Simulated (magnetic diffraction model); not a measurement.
# Solving a magnetic structure from powder neutron data: Cd2CoO4

Space group I4_1/acd (no. 142, origin choice 1), a = 5.2640 Å, c = 25.4700 Å.

| site | atom | x | y | z |
| --- | --- | --- | --- | --- |
| 16d | Cd | 1/2 | 0 | 0.4251 |
| 8a | Co | 0 | 0 | 0 |
| 16f | O | 0.3074 | 0.6926 | 1/4 |
| 16d | O | 1/2 | 0 | 0.3336 |

The compound is invented for this exercise: a known structure type with other elements, its cell scaled to their sizes and not relaxed.

Only Co is taken to order (form factors of Co4+); orders and moment sizes are assumed, and not adapted to the symmetry. Radiation: neutrons of λ = 1.909 Å (absorption by Cd left out), 3° to 60°; isotropic B of 0.17 Å² (Cd), 0.27 Å² (Co) and 0.39 Å² (O). Simulated constant-wavelength pattern: nuclear and magnetic terms add, the magnetic one as |2.695 fm × Σ f S⊥ exp(2πi Q·r) exp(−B s²)|², summed over all Q at one angle with the factor 1/(sin²θ cos θ). For collinear order S is the moment m, which repeats by lattice and centring translations R with the sign exp(−2πi k·R). Free-ion form factors, Sears's scattering lengths of 1992, no absorption; a label names one of the reflections at its angle. The strongest nuclear line in the range is 100, and lines under 0.2 are left out.

Above the ordering temperature:

```tsv
2θ (°)	index	I
17.24	(0 0 4)	15.9
30.99	(1 1 2)	0.8
39.88	(1 1 6)	0.7
42.53	(2 0 0)	47.5
46.21	(2 0 4)	80.6
48.06	(2 1 1)	17.0
49.77	(2 1 3)	16.0
53.06	(2 1 5)	14.3
53.45	(0 0 12)	77.7
54.01	(1 1 10)	13.6
56.14	(2 0 8)	100.0
57.75	(2 1 7)	12.4
```

Below it (cell unchanged):

```
2θ (°)      I
  8.60   84.3
 17.24   35.9
 21.34   26.2
 24.64   23.4
 25.99    8.1
 29.72    5.9
 30.23   17.3
 30.99   12.4
 34.56   10.3
 34.89    4.0
 37.19   11.5
 39.88    8.9
 42.53   49.9
 43.47    4.7
 44.02    2.2
 45.03    7.3
 46.21   85.0
 46.47    6.0
 48.06   23.9
 49.77   22.7
 50.52    3.8
 53.06   20.4
 53.45   79.0
 53.53    4.7
 54.01   17.7
 56.14  103.1
 57.75   17.6
```

**Question.** Find the propagation vector, then choose among these models:
A. collinear moments along [111], 4.53 μB on Co; signs + at (0, 0, 0), + at (0, 1/2, 1/4), + at (1/2, 0, 1/4), − at (1/2, 1/2, 0)
B. collinear moments along [111], 4.53 μB on Co; signs + at (0, 0, 0), − at (0, 1/2, 1/4), − at (1/2, 0, 1/4), + at (1/2, 1/2, 0)
C. collinear moments along [110], 4.53 μB on Co; signs + at (0, 0, 0), − at (0, 1/2, 1/4), − at (1/2, 0, 1/4), + at (1/2, 1/2, 0)
D. collinear moments along [110], 4.53 μB on Co; signs + at (0, 0, 0), + at (0, 1/2, 1/4), + at (1/2, 0, 1/4), − at (1/2, 1/2, 0)

No line moves, and magnetic intensity falls on nuclear lines such as the one at 17.24°; new lines at (0 0 2), (1 0 1) and (1 0 3) have whole indices that obey the lattice centring, at places with no nuclear intensity to speak of, so the magnetic cell equals the chemical primitive cell: k = 0.

Magnetic intensity, observed (below minus above) and for each model:

| 2θ (°) | index | observed | A | B | C | D |
| --- | --- | --- | --- | --- | --- | --- |
| 8.60 | (0 0 2) | 84.3 | 6.6 | 26.6 | 337.3 | 84.3 |
| 21.34 | (1 0 1) | 26.2 | 46.5 | <0.2 | <0.2 | 26.2 |
| 24.64 | (1 0 3) | 23.4 | 26.2 | <0.2 | <0.2 | 23.4 |
| 25.99 | (0 0 6) | 8.1 | 0.6 | 2.5 | 32.4 | 8.1 |
| 29.72 | (1 -1 0) | 5.9 | 11.4 | 45.6 | 23.7 | 5.9 |
| 34.56 | (1 1 4) | 10.3 | 12.1 | 48.5 | 41.3 | 10.3 |
| 43.47 | (2 0 2) | 4.7 | 8.4 | 33.7 | 19.0 | 4.7 |
| 46.47 | (1 1 8) | 6.0 | 3.4 | 13.7 | 23.9 | 6.0 |

Model D matches.

The structure used: k = (0 0 0), collinear moments along [110], 4.53 μB on Co; signs + at (0, 0, 0), + at (0, 1/2, 1/4), + at (1/2, 0, 1/4), − at (1/2, 1/2, 0).

[Logs are printed without paths, hosts, clocks, repeated set-up lines and the standing remarks that a program may print on its own settings, such as how far it seeks lower states.]
